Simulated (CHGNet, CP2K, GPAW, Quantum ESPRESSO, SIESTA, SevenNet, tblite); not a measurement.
## Finding the fault: GPAW, random packing of Mg53Si47 (at. %) (73 atoms)

Program: GPAW 26.7.0, a calculation on a cell of 39 Mg and 34 Si, 19.6 Å³ an atom.

The input, run.py:

```python
import numpy as np
from ase.io import read
from gpaw import GPAW, FermiDirac

atoms = read("structure.xyz")
atoms.calc = GPAW(
    mode="lcao",
    basis="dzp",
    h=0.2,
    xc="PBE",
    kpts={"size": (1, 1, 1), "gamma": True},
    occupations=FermiDirac(0.05),
    maxiter=60,
    symmetry={"point_group": False},
    nbands=131,
    txt="gpaw.txt",
)
energy = atoms.get_potential_energy(force_consistent=True)
forces = atoms.get_forces()
print(f"energy {energy:.6f} eV")
print("forces (eV/A)")
for i, (a, f) in enumerate(zip(atoms, forces)):
    print(f"{i:4d} {a.symbol:2s} {f[0]:10.5f} {f[1]:10.5f} {f[2]:10.5f}")
print(f"Fermi level {atoms.calc.get_fermi_level():.4f} eV")
for k in range(len(atoms.calc.get_ibz_k_points())):
    for s in range(atoms.calc.get_number_of_spins()):
        e = atoms.calc.get_eigenvalues(kpt=k, spin=s)
        n = np.searchsorted(e, atoms.calc.get_fermi_level())
        print(f"k {k} spin {s} levels about the Fermi level:", np.round(e[max(n - 6, 0):n], 4).tolist(), "|", np.round(e[n:n + 6], 4).tolist())
```

The input, structure.xyz:

```xyz
73
Lattice="11.27400 0.00000 0.00000 0.00000 11.27400 0.00000 0.00000 0.00000 11.27400" Properties=species:S:1:pos:R:3 pbc="T T T"
Mg 6.39529 7.64794 4.49134
Mg 7.70149 10.17625 8.13622
Mg 2.67171 0.54239 4.40712
Mg 10.79767 8.82055 1.60091
Mg 4.65864 2.06664 5.25740
Mg 0.43439 5.21321 8.26407
Mg 10.00658 0.07328 9.30770
Mg 8.67128 9.02179 0.12492
Mg 1.33214 9.78211 6.06113
Mg 8.46937 5.40487 0.86550
[... 59 atom lines left out ...]
Si 11.21425 1.68016 6.13678
Si 1.44296 3.84398 2.19155
Si 5.78131 7.01750 6.80735
Si 8.28177 2.47881 9.87354
```

Command:

```sh
> OMP_NUM_THREADS=1 python run.py > output.txt
```

The log of the run:

```text
ValueError: Too few bands!  Electrons: 526.0, bands: 131
```

gpaw.txt:

```text
Input parameters:
  mode=LCAO(),
  basis={'default': 'dzp'},
  h=0.2,
  kpts=MonkhorstPack(size=(1, 1, 1), gamma=True),
  maxiter=60,
  nbands=131,
  occupations=Occupations(name='fermi-dirac', width=0.05, fixmagmom=False),
  symmetry=Symmetry(point_group=False),
  xc=XC(name='PBE')
timing:  # [seconds]
  Total: 0.094  # ━━━━━━━━━━━━━━━━━━━━━━━━━━━━━━━━━━━━━━━━━━━━━━━━━━━━━━━━━━━
  Init:  0.076  # ━━━━━━━━━━━━━━━━━━━━━━━━━━━━━━━━━━━━━━━━━━━━━━━━
```

The job ended after 1.1 s (1 thread of Arm Neoverse V2, shared host; peak memory 0.1 GiB).

Banners, paths, timers and routine set-up lines are dropped from the logs unmarked, and long logs keep their key lines alone; longer cuts are marked.

Q: Find the fault and mend it.

Too few bands: bands 131. Mend: ask for at least half as many bands as electrons, and some more for the smearing.

The program stopped at the start.

[Also dropped from logs without a mark: logging warnings of Python, and SIESTA's first energy breakdown and zero terms.]

[Logs are printed without paths, hosts, clocks, repeated set-up lines and the standing remarks that a program may print on its own settings, such as how far it seeks lower states.]

[Hosts, paths, dates, database ids (printed as entryN), source tags and the programs' standing remarks are cut or masked in the printed files.]
